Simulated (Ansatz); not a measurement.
# How liquid (Cs,K,Li)F changes with temperature

How do cells made at different temperatures differ in energy, pressure, forces, levels, charges and cost?

Computed with Ansatz 0.2.0: Kohn-Sham DFT, PBEsol, PAW (set soft_2). Every run is a single point, with the atoms held where the recipe put them (cutoff of the plane-wave runs 420 eV, fixed occupations).

First member: 82 atoms (15 Cs, 8 K, 18 Li, 41 F) placed at random at 2.6 g/cm³, melted at 1800 K for 10 ps at fixed volume with the Lennard-Jones and Coulomb ion parameters for SPC/E (Joung and Cheatham, J. Phys. Chem. B 112, 9020 (2008)), full charges. Snapshot at the end of a hold of 20 ps at 1190 K and fixed volume.

Last member: 82 atoms (15 Cs, 8 K, 18 Li, 41 F) placed at random at 2.25 g/cm³, melted at 1800 K for 10 ps at fixed volume with the Lennard-Jones and Coulomb ion parameters for SPC/E (Joung and Cheatham, J. Phys. Chem. B 112, 9020 (2008)), full charges. Snapshot at the end of a hold of 20 ps at 1680 K and fixed volume.

The members:

| temperature (K) | reduced formula | atoms | valence electrons | k-mesh | basis | density (g/cm³) |
| --- | --- | --- | --- | --- | --- | --- |
| 1190 | Cs15K8Li18F41 | 82 | 548 | 1×1×1 | plane waves | 2.60 |
| 1300 | Cs15K8Li18F41 | 82 | 548 | 1×1×1 | plane waves | 2.52 |
| 1400 | Cs15K8Li18F41 | 82 | 548 | 1×1×1 | plane waves | 2.45 |
| 1540 | Cs15K8Li18F41 | 82 | 548 | 1×1×1 | plane waves | 2.35 |
| 1680 | Cs15K8Li18F41 | 82 | 548 | 1×1×1 | plane waves | 2.25 |

Each cell is one sample from a classical run, so sample-to-sample scatter enters every column; pressures lack the kinetic term.

The input of the first member, without its atom lines; other members have their own cell and atoms, and may differ in mesh, basis and outputs:

```yaml
crystal:
  lattice:
    - [12.6958, 0.0, 0.0]
    - [0.0, 12.6958, 0.0]
    - [0.0, 0.0, 12.6958]
  atoms:
    [... 82 lines ...]
kpoints:
  mp_grid: { grid: [1, 1, 1] }
hamiltonian:
  xc: pbesol
scf:
  occupations: { method: fixed }
output:
  forces: true
  stress: true
  populations: true
  dos:
    method: { smearing: { sigma: 0.1 } }
    de: 0.1
    projected: { site_lists: { Cs: [Cs], F: [F], K: [K], Li: [Li] } }
  eigenvalues: true
  write_density: true
  write_potential: true
  volumetric_format: npy
```

Results; charges are mean Löwdin charges in e:

| temperature (K) | energy less the first member's (meV/atom) | pressure (GPa) | r.m.s. force (eV/Å) | gap (eV) | q(K) | q(Li) | q(Cs) |
| --- | --- | --- | --- | --- | --- | --- | --- |
| 1190 | 0.0 | -2.85 | 0.432 | 3.74 | +0.85 | +0.79 | +0.94 |
| 1300 | 18.3 | -2.82 | 0.435 | 3.62 | +0.84 | +0.79 | +0.94 |
| 1400 | 48.0 | -3.03 | 0.387 | 3.51 | +0.85 | +0.79 | +0.95 |
| 1540 | 50.7 | -2.99 | 0.441 | 3.29 | +0.85 | +0.79 | +0.95 |
| 1680 | 73.5 | -3.27 | 0.424 | 2.92 | +0.85 | +0.80 | +0.94 |

The gap is that between the highest filled and lowest empty Kohn-Sham level on the run's k-points; tail or defect levels can set it. The projection misses up to 0.045 e an atom, so the charges add up to more than the cell's charge.

Cost on 8 threads of Arm Neoverse V1, shared host:

```
temperature (K)  atoms        basis  k-mesh  SCF cycles  time  host memory (GiB)
           1190     82  plane waves   1×1×1           9  22 s                2.5
           1300     82  plane waves   1×1×1           9  22 s                2.5
           1400     82  plane waves   1×1×1          10  24 s                2.6
           1540     82  plane waves   1×1×1          10  25 s                2.7
           1680     82  plane waves   1×1×1          11  29 s                2.7
```

Times include the outputs that each run asked for, on hosts shared with other jobs.

The energy against the first member goes steadily from 0.0 meV/atom at 1190 to 73.5 meV/atom at 1680 K; each member is a single configuration. The gap goes steadily from 3.74 eV at 1190 to 2.92 eV at 1680 K; in single samples it varies with the configuration. The density spans 2.25 to 2.60 g/cm³, so the columns mix its effect with that of the temperature. The pressure is lowest at 1680 K (-3.3 GPa) and highest at 1300 K (-2.8 GPa), falling overall but not at every step; the recipes set unlike densities, and the bond lengths of the classical model enter the pressure too.

**Limits.** The levels lack spin–orbit coupling, which is large for the heavy elements here. The starting topology of bonds comes from the classical model, and needn't be the one that DFT or experiment would give. The ion parameters were fitted for water, not for melts, so the starting structure of this cell may lie well off the real melt's. The cells aren't relaxed by DFT, which could reorder their energies.

[Logs are printed without paths, hosts, clocks, repeated set-up lines and the standing remarks that a program may print on its own settings, such as how far it seeks lower states.]

[Hosts, paths, dates, database ids (printed as entryN), source tags and the programs' standing remarks are cut or masked in the printed files.]
